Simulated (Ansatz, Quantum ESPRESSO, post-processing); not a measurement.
# Screening and band shifts of honeycomb AlN, 2 layers, AB' stacking, part 2 of 2

How does honeycomb AlN, 2 layers, AB' stacking respond to a gate-like field without added charge?

Quantum ESPRESSO 7.5; plane-wave DFT, PBE, SG15 norm-conserving pseudopotentials; geometry and cross-check by Ansatz 0.2.0 with PAW datasets.

So far. Step 13 (Bands along a path: field -0.2 V/Å): Upper empty bands that drop with the field can be states of the vacuum, held by the sawtooth; they depend on the cell's width. Step 13 (Bands along a path: field -0.2 V/Å): Along this path the valence top lies at K and the conduction bottom at Γ.

## Step 14: Valence density

plot_num = 0 writes the valence density.

f0.rho.in reads:

```
&inputpp
  prefix = 'f0'
  outdir = './out'
  filplot = 'f0.rho.dat'
  plot_num = 0
/
```

Started as:

```sh
> OMP_NUM_THREADS=1 mpirun -n 4 pp.x -in f0.rho.in > f0.rho.out
```

Elapsed: 0.69 s, on 4 MPI ranks of Arm Neoverse V2, shared host; peak memory 0.11 GiB.

This step gave:

| Item | Value |
| --- | --- |
| electrons by integration | 32.00 e |

Mean over planes. Valence density, planar mean against z:

```
z (Å)  valence density, planar mean (e/Å³)
  4.5                               5.0e-5
  5.0                               2.1e-4
  5.5                               8.5e-4
  6.0                              0.00347
  6.5                               0.0141
  7.0                               0.0566
  7.5                                0.226
  8.0                                 1.48
  8.5                                 1.71
  9.0                                0.271
  9.5                               0.0676
 10.0                               0.0247
 10.5                               0.0337
 11.0                                0.113
 11.5                                0.613
 12.0                                 2.07
 12.5                                0.726
 13.0                                0.128
 13.5                               0.0327
 14.0                              0.00808
 14.5                              0.00198
 15.0                               4.8e-4
 15.5                               1.2e-4
```

Valence density in the ca plane at fractional y = 0.333, with atoms of N within 0.2 Å of it. It is the smooth field of the valence electrons, not physical close to the nuclei.

Ten steps, logarithmic in the rise over the least value, from '0' (0.0 e/Å³) to '9' (3.0 e/Å³), each cell a mean:
```
00000000000000000023577753211346776421000000
00000000000000000124699974212368998531000000
00000000000000000124799975212369998531000000
00000000000000000124689964212358997531000000
00000000000000000013567653211246776421000000
00000000000000000012345442111234554321000000
00000000000000000012344432111233443210000000
00000000000000000012455542111234554321000000
```
Columns run along c (16.0 Å, from fractional 0.01 to 0.80 of the cell), rows up along a (3.1 Å). Atoms in or near the plane, at fractional coordinates: N at (0.41, 0.67), N at (0.59, 0.67).

The density integrates to 32.000 electrons, as the 32 of the input ask.

## Step 15: Valence density

f2.rho.in reads:

```
&inputpp
  prefix = 'f2'
  outdir = './out'
  filplot = 'f2.rho.dat'
  plot_num = 0
/
```

Started as:

```sh
> OMP_NUM_THREADS=1 mpirun -n 4 pp.x -in f2.rho.in > f2.rho.out
```

Wall time 0.68 s (4 MPI ranks); peak memory 0.11 GiB.

## Step 16: Charge moved by a field of 0.2 V/Å

This step gave:

```
largest charge moved across a plane : 0.001064 e/Å²
dipole step                         : -1.079 eV
```

The planar mean oscillates, so the rows of the table below give means over windows of 1.27 Å about each position, cut where the curve ends. Its maxima inside the range that stand out by 2 % of the span (Å: e/Å³): 7.2: 7.9e-4, 8.5: 2.0e-4, 11.0: 6.9e-4, 12.3: 1.9e-4. Its minima: 8.0: -2.0e-4, 9.3: -6.9e-4, 11.8: -2.0e-4, 13.1: -8.0e-4.

Planar mean against z; means over each step:

```
z (Å)  planar mean (e/Å³)
 1.91              3.4e-8
 3.17              7.0e-7
 4.45              1.2e-5
 5.71              1.5e-4
 6.98              6.3e-4
 8.26              9.6e-6
 9.53             -4.6e-4
10.79              4.7e-4
12.06             -3.5e-5
13.33             -6.3e-4
14.61             -1.3e-4
15.88             -9.8e-6
17.15             -4.6e-7
18.42             -1.8e-8
```

The running integral, electrons below z by z:

z (Å), running integral, electrons below z (e/Å²) and a bar:
```
        2    0.00000 
        3    0.00000 
        4    0.00000 
        5    0.00002 
        6    0.00012 ###
        7    0.00061 ##################
        8    0.00103 ##############################
        9    0.00094 ###########################
       10    0.00044 #############
       11    0.00082 ########################
       12    0.00101 #############################
       13    0.00074 ######################
       14    0.00016 #####
       15    0.00002 #
       16    0.00000 
       17    0.00000 
       18    0.00000
```

## Step 17: Polarisability from the dipole between 0 and 0.1 V/A

Numbers from this step:

* change of slope in the vacuum: 0.09999 eV/Å
* polarisability a cell: 3.619 Å³
* sheet polarisability 4πα/A: 5.397 Å

Table of change of the potential energy, second field less first by z:

z (Å), change of the potential energy, second field less first (eV) and a bar from the least value:
```
      0.0     -0.372 #######
      0.5     -0.695 
      1.0     -0.645 #
      1.5     -0.595 ##
      2.0     -0.545 ###
      2.5     -0.495 ####
      3.0     -0.445 ######
      3.5     -0.395 #######
      4.0     -0.345 ########
      4.5     -0.295 #########
      5.0     -0.245 ##########
      5.5     -0.196 ###########
      6.0     -0.149 ############
      6.5     -0.107 #############
      7.0     -0.075 ##############
      7.5     -0.059 ##############
      8.0     -0.056 ##############
      8.5     -0.052 ##############
      9.0     -0.049 ##############
      9.5     -0.035 ###############
     10.0     -0.009 ###############
     10.5      0.021 ################
     11.0      0.042 ################
     11.5      0.050 ################
     12.0      0.053 ################
     12.5      0.056 #################
     13.0      0.063 #################
     13.5      0.086 #################
     14.0      0.124 ##################
     14.5      0.169 ###################
     15.0      0.217 ####################
     15.5      0.266 #####################
     16.0      0.316 ######################
     16.5      0.366 #######################
     17.0      0.416 ########################
     17.5      0.466 ##########################
     18.0      0.516 ###########################
     18.5      0.566 ############################
     19.0      0.616 #############################
     19.5      0.666 ##############################
     20.0      0.149 ###################
```

## Step 18: Dipole against field

Table of dipole along the normal, dipole moment by applied field:

```
applied field (V/Å)  dipole along the normal, dipole moment (e·Å)
             -0.200                                       -0.0503
              0.000                                             0
              0.100                                        0.0251
              0.200                                        0.0503
```

## Step 19: Cross-check with Ansatz: field 0.1 V/Å

A second code with its own PAW datasets, on the same atoms.

Level of this step: plane-wave DFT, PBE, Ansatz PAW (Ansatz 0.2.0).

input.yaml reads:

```yaml
crystal:
  lattice:
    - [3.1190952422, 0.0, 0.0]
    - [-1.5595476211, 2.7012157166, 0.0]
    - [0.0, 0.0, 20.3]
  atoms:
    - { symbol: "N", position: [0.6666666667, 0.3333333333, 0.4075142842] }
    - { symbol: Al, position: [0.3333333333, 0.6666666667, 0.4080577366] }
    - { symbol: "N", position: [0.6666666667, 0.3333333333, 0.5924858094] }
    - { symbol: Al, position: [0.0, 0.0, 0.5919421698] }
kpoints:
  mp_grid: { grid: [12, 12, 1] }
hamiltonian:
  xc: pbe
scf:
  occupations: { method: fermi_dirac, width: 0.054 }
  convergence: { dr2_threshold: 1.0e-09 }
efield:
  axis: 3
  dipole_correction: true
  ramp_position: 0.97
  ramp_width: 0.04
  amplitude: 0.1
output:
  write_potential: true
  write_density: true
  volumetric_format: npy
```

Started as:

```sh
> ansatz run input.yaml --threads 4 --pin off --max-ram 8192MiB --backend cpu --events-out ev --progress --plain --runs-dir out
```

Elapsed: 2.1 s, on 4 threads; peak memory 0.36 GiB.

Numbers from this step:

```
free energy             : -1846.4468 eV
Fermi energy            : -0.9034 eV
gap by band count       : 2.282 eV
dipole along the normal : 0.02522 e·Å
```

At 0.1 V/Å Ansatz's dipole is 0.0252 e Å against 0.0251 from pw.x.

## Step 20: The same in Ansatz: field -0.1 V/Å

input.yaml is the input of step 19 with these lines changed:

```diff
@@ -22,3 +22,3 @@
   ramp_width: 0.04
-  amplitude: 0.1
+  amplitude: -0.1
 output:
```

The job ended after 1.7 s (4 threads; peak memory 0.36 GiB).

This step gave:

```
Fermi energy            : -0.9332 eV
dipole along the normal : -0.02522 e·Å
```

## Step 21: Dipole against field, Ansatz

The dipole along the normal, dipole moment by applied field:

```
applied field (V/Å)  dipole along the normal, dipole moment (e·Å)
            -0.1000                                       -0.0252
             0.0000                                        4.3e-7
             0.1000                                        0.0252
```

## Step 22: Ground state, with K_POINTS = [8, 8, 1]

A sensitivity test on the input.

Level of this step: plane-wave DFT, PBE, SG15 norm-conserving pseudopotentials (Quantum ESPRESSO 7.5).

f1.w0.in reads:

```
&control
  prefix = 'f1.w0'
  outdir = './out'
  pseudo_dir = './pseudo'
  calculation = 'scf'
  tprnfor = .true.
  tefield = .true.
  dipfield = .true.
/
&system
  ibrav = 0
  nat = 4
  ntyp = 2
  ecutwfc = 60
  ecutrho = 240
  occupations = 'smearing'
  smearing = 'fd'
  degauss = 0.004
  edir = 3
  emaxpos = 0.97
  eopreg = 0.04
  eamp = 0.00194469
/
&electrons
  conv_thr = 1e-09
  mixing_beta = 0.4
  electron_maxstep = 120
  mixing_mode = 'plain'
/
ATOMIC_SPECIES
  N   14.0070  N_ONCV_PBE-1.2.upf
  Al  26.9815  Al_ONCV_PBE-1.2.upf
CELL_PARAMETERS angstrom
  3.11909524224429 -0.00000000000000 0.00000000000000
  -1.55954762112215 2.70121571660673 0.00000000000000
  0.00000000000000 0.00000000000000 20.30000000000000
ATOMIC_POSITIONS crystal
  N   0.666666666667 0.333333333333 0.407514284202
  Al  0.333333333333 0.666666666667 0.408057736613
  N   0.666666666667 0.333333333333 0.592485809428
  Al  -0.000000000000 -0.000000000000 0.591942169756
K_POINTS automatic
  8 8 1 0 0 0
```

Started as:

```sh
> OMP_NUM_THREADS=1 mpirun -n 4 pw.x -nk 4 -in f1.w0.in > f1.w0.out
```

Run time: 28 s. Hardware: 4 MPI ranks; peak memory 0.44 GiB.

The changed values were drawn from a wide range, not chosen for quality; the comparison shows what they did here together.

Beside the run it was changed from:

```
                     quantity   this run  unchanged run  difference
dipole along the normal (e·Å)    0.02511        0.02513     -2.1e-5
             free energy (eV)  -4311.348      -4311.348      6.1e-4
                wall time (s)         28             47            
               SCF iterations         12              7
```

The free energy moves by +0.15 meV an atom.

This run starts from superposed atoms, the unchanged one from a saved density, so their iteration counts don't compare.

The physical values in this table move by up to 0.083 %.

## Step 23: The arithmetic

α = Δp/E = (0.02513 − (0.00000)) e Å / 0.1 V/Å = 0.2513 e Å²/V; times e/(4πε₀) = 14.40 V Å this is 3.618 Å³. With A = 8.425 Å², 4πα/A = 5.397 Å.

## Step 24: What came out

* polarisability along the normal, a cell: 3.62 Å³
* sheet polarisability 4πα/A: 5.40 Å
* dipole without a field: 0 e·Å
* Kohn-Sham ionisation potential, upper face: 5.17 eV
* gap along the path at 0 V/Å: 2.30 eV
* gap along the path at 0.2 V/Å: 2.25 eV
* gap along the path at -0.2 V/Å: 2.25 eV

The sheet answers a field with a polarisability of 3.62 Å³ a cell, or 4πα/A = 5.40 Å (PBE, SG15 norm-conserving). In pw.x the dipole follows the field linearly over the range tried. A perfect conductor 5.40 Å thick would screen alike; the outer atoms lie 3.75 Å apart. At 0.1 V/Å the sheet takes 0.540 eV off the potential drop. At 0.2 V/Å the gap along the path goes from 2.30 to 2.25 eV. Quantum ESPRESSO and Ansatz give 3.619 and 3.631 Å³ for the polarisability (pw.x from 0 and 0.1 V/Å, Ansatz from ±0.1 V/Å), which agree. The ions stay at their zero-field places, so this is the electrons' response alone. Semilocal gaps are too small, and in strong fields empty levels can belong to the vacuum.

[Logs are printed without paths, hosts, clocks, repeated set-up lines and the standing remarks that a program may print on its own settings, such as how far it seeks lower states.]

[Hosts, paths, dates, database ids (printed as entryN), source tags and the programs' standing remarks are cut or masked in the printed files.]

[Maps of the electrostatic potential energy from Ansatz leave out the sawtooth potential of an applied field or a dipole correction, so their vacuum need not be flat; planar profiles and work functions include it.]
